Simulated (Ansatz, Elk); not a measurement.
## MgPdS3: X-ray structure factors from the self-consistent density

The structure of MgPdS3 used here is made up (a known structure type with other elements) and was relaxed beforehand with r2SCAN. The aim is the Fourier transform of its all-electron density, F(hkl), set beside the sum over free spherical atoms that refinements use.

Method: DFT, PBE, all-electron APW+lo, Dirac cores, scalar-relativistic bands, static density, no spin, in Elk 11.2.3 (patched build).

This account leaves out most program logs.

The structure was built from a prototype and need not be the compound's stable phase.

### 1. Set-up

Symmetry: Pm-3m, No. 221, cubic system. Conventional cell: a = 4.688 Å, b = 4.688 Å, c = 4.688 Å, α = 90.00°, β = 90.00°, γ = 90.00°. Nearest to Pd lie 6 S at 2.34 Å. Nearest to S lie 2 Pd at 2.34 Å. Nearest to Mg lie 12 S at 3.32 Å. Farther neighbours and most contacts between anions are not listed.

### 2. Ground state and structure factors

An all-electron density is needed, since X-rays see the cores too. Task 0 finds the density and task 195 Fourier-transforms it; tshift is off so that phases refer to the origin typed.

Contents of elk.in:

```
tasks
  0
  195

xctype
  20

spinpol
  .false.

rgkmax
  7.0

gmaxvr
  14.0

lmaxo
  7

lmaxapw
  8

swidth
  0.002

tshift
  .false.

ramdisk
  .false.

hmaxvr
  5.5

maxscl
  120

epspot
  1e-06

sppath
  './'

avec
  8.85990543037 -0.00000000000 0.00000000000
  -0.00000000000 8.85990543037 -0.00000000000
  0.00000000000 -0.00000000000 8.85990543037

atoms
  3
  'Pd.in'
  1
  0.5000000000 0.5000000000 0.5000000000   0.000000 0.000000 0.000000
  'S.in'
  3
  0.5000000000 0.0000000000 0.5000000000   0.000000 0.000000 0.000000
  -0.0000000000 0.5000000000 0.5000000000   0.000000 0.000000 0.000000
  0.5000000000 0.5000000000 -0.0000000000   0.000000 0.000000 0.000000
  'Mg.in'
  1
  0.0000000000 -0.0000000000 -0.0000000000   0.000000 0.000000 0.000000

ngridk
  5 5 5
```

On the command line:

```sh
OMP_NUM_THREADS=4 elk
```

It took 21 s on 4 threads of Arm Neoverse V2, shared host; peak memory 0.17 GiB.

SFACRHO.OUT:

```text

h k l indices transformed by vhmat matrix:
   1.000000000       0.000000000       0.000000000    
   0.000000000       1.000000000       0.000000000    
   0.000000000       0.000000000       1.000000000    

      h      k      l  multipl.   |H|            Re(F)            Im(F)           |F|

      0      0      0      1   0.0000000       106.00000     -0.13027884E-17   106.00000    
      0     -1      0      6  0.70917070      -46.438496     -0.76829920E-14   46.438496    
     -1      0      1     12   1.0029188       36.452702      0.44611265E-14   36.452702    
      1      1      1      8   1.2283197       5.7991656      0.60467344E-14   5.7991656    
      0      0     -2      6   1.4183414       77.042826      0.14021758E-13   77.042826    
     -1      0     -2     24   1.5857539      -36.706717     -0.15040184E-13   36.706717    
     -1      1     -2     24   1.7371063       31.766231      0.28110790E-14   31.766231    
      2      2      0     12   2.0058376       65.774317     -0.24319691E-13   65.774317    
      2     -2      1     24   2.1275121      -31.999116     -0.60438255E-14   31.999116    
      0      0      3      6   2.1275121      -31.911866      0.17985337E-13   31.911866    
     -3      1      0     24   2.2425947       28.132247     -0.26448236E-13   28.132247    
     -1     -1     -3     24   2.3520531       2.7545513     -0.72364592E-14   2.7545513    
      2     -2     -2      8   2.4566394       59.311598      0.10976689E-13   59.311598    
     -2     -3      0     24   2.5569513      -29.268747     -0.23010637E-13   29.268747    
     -2      1      3     48   2.6534738       25.468392      0.66577453E-14   25.468392    
      4      0      0      6   2.8366828       54.704092     -0.20299260E-13   54.704092    
      3      2     -2     24   2.9239857      -27.459868      0.13609383E-13   27.459868    
     -4      0     -1     24   2.9239857      -27.401879     -0.17579188E-13   27.401879
```

Elk indexes on the primitive cell of elk.in and gives |H| = 4π sin θ/λ in inverse bohr. Below, one row stands for each form hkl of the conventional cell (m members, Friedel mates merged), F is for one primitive cell and the density is static (no thermal factor). Free-atom factors are Waasmaier and Kirfel's, and R is Σm||F|−|F'||/Σm|F|.

| hkl | m | sin θ/λ (Å⁻¹) | abs F, DFT | neutral atoms | diff. |
| --- | --- | --- | --- | --- | --- |
| 100 | 6 | 0.107 | 46.438 | 46.484 | -0.046 |
| 110 | 12 | 0.151 | 36.453 | 37.240 | -0.787 |
| 111 | 8 | 0.185 | 5.799 | 5.334 | +0.465 |
| 200 | 6 | 0.213 | 77.043 | 77.304 | -0.261 |
| 210 | 24 | 0.238 | 36.707 | 36.895 | -0.188 |
| 211 | 24 | 0.261 | 31.766 | 31.863 | -0.097 |
| 220 | 12 | 0.302 | 65.774 | 65.912 | -0.138 |
| 221 | 24 | 0.320 | 31.999 | 32.080 | -0.081 |
| 300 | 6 | 0.320 | 31.912 | 32.080 | -0.168 |
| 310 | 24 | 0.337 | 28.132 | 28.136 | -0.004 |
| 311 | 24 | 0.354 | 2.755 | 2.839 | -0.084 |
| 222 | 8 | 0.369 | 59.312 | 59.282 | +0.029 |
| 320 | 24 | 0.385 | 29.269 | 29.211 | +0.058 |
| 321 | 48 | 0.399 | 25.468 | 25.348 | +0.121 |
| 400 | 6 | 0.427 | 54.704 | 54.685 | +0.019 |
| 322 | 24 | 0.440 | 27.460 | 27.281 | +0.179 |
| 410 | 24 | 0.440 | 27.402 | 27.281 | +0.121 |
| 411 | 24 | 0.453 | 23.381 | 23.230 | +0.151 |

### 3. The highest occupied states alone

An energy window below the Fermi level keeps the highest occupied states, to see at which angles they scatter; shallow core shells can lie inside it and anion s states outside. No new self-consistency is needed.

elk.in, as its differences from that of step 2:

```diff
@@ -1,3 +1,2 @@
 tasks
-  0
   195
@@ -40,2 +39,5 @@
 
+wsfac
+  -0.280020 0.460970
+
 sppath
```

On the command line:

```sh
OMP_NUM_THREADS=4 elk
```

It took 9.8 s on 4 threads; peak memory 0.16 GiB.

States within 12 eV below the Fermi level hold 28.00 electrons; any levels below the window count with the cores. Their amplitudes can exceed the total, where window and core parts have opposite phase:

```csv
hkl,sin θ/λ (Å⁻¹),"abs F, window","abs F, all"
100,0.107,10.688,46.438
110,0.151,3.103,36.453
111,0.185,0.863,5.799
200,0.213,7.538,77.043
210,0.238,4.058,36.707
211,0.261,2.054,31.766
220,0.302,2.315,65.774
221,0.320,1.563,31.999
300,0.320,1.407,31.912
310,0.337,1.150,28.132
```

### 4. Another functional

The difference from free atoms is small, so it is set against the change that PBEsol makes.

elk.in, as its differences from that of step 3:

```diff
@@ -1,2 +1,3 @@
 tasks
+  0
   195
@@ -4,3 +5,3 @@
 xctype
-  20
+  22
 
@@ -39,5 +40,2 @@
 
-wsfac
-  -0.280020 0.460970
-
 sppath
```

On the command line:

```sh
OMP_NUM_THREADS=4 elk
```

The job ended after 21 s (4 threads; peak memory 0.17 GiB; 44 s of CPU time).

Against the first run R = 0.03 %; the largest change is -0.051 at 200.

### 5. Basis size

A smaller basis shows how fast F responds to it; the change is likely larger than the basis error of the first run, but doesn't show convergence.

elk.in, as its differences from that of step 4:

```diff
@@ -5,3 +5,3 @@
 xctype
-  22
+  20
 
@@ -11,3 +11,3 @@
 rgkmax
-  7.0
+  5.5
```

On the command line:

```sh
OMP_NUM_THREADS=4 elk
```

The job ended after 18 s (4 threads; peak memory 0.16 GiB; 34 s of CPU time).

Against the first run R = 0.04 %; the largest change is -0.059 at 200.

### 6. Settings against the effect

| run | R against the first run (%) | R against neutral atoms, low angle (%) | wall time |
| --- | --- | --- | --- |
| PBE, rgkmax 7 | 0.00 | 0.76 | 21 s |
| PBEsol | 0.03 | 0.79 | 21 s |
| rgkmax 5.5 | 0.04 | 0.80 | 18 s |

### 7. Outcome

- R against neutral atoms, sin θ/λ < 0.3 Å⁻¹: 0.76 %
- R against neutral atoms, 0.3 to 0.82 Å⁻¹: 0.38 %

Independent neutral atoms miss the calculated amplitudes by R = 0.76 % below 0.3 Å⁻¹ and 0.38 % from there to 0.82 Å⁻¹; by shells, 0.10 % below 0.15 Å⁻¹ (1 form), 0.83 % 0.15 to 0.3 (5 forms), 0.33 % 0.3 to 0.45 (11 forms), 0.39 % above 0.45 (57 forms). Bonding, aspherical density and the tables' own atoms all enter these figures, and the runs don't part them. The largest change of an amplitude is -0.79 electrons, at 110. The window's part falls from 28.0 electrons at the origin to at most 0.51 between 0.45 and 0.82 Å⁻¹. Below 0.3 Å⁻¹ the changes that finished (PBEsol and rgkmax 5.5) move F by R = 0.06 % at most, against the 0.76 % that separates it from free atoms. The k-mesh has no finished test. These runs have no spin, though d or f shells may be open. Part of the difference isn't bonding: the tables are fits to free atoms and ions calculated by other methods than this functional. Thermal motion, anomalous dispersion and extinction are left out.

[Logs are printed without paths, hosts, clocks, repeated set-up lines and the standing remarks that a program may print on its own settings, such as how far it seeks lower states.]

[Hosts, paths, dates, database ids (printed as entryN), source tags and the programs' standing remarks are cut or masked in the printed files.]
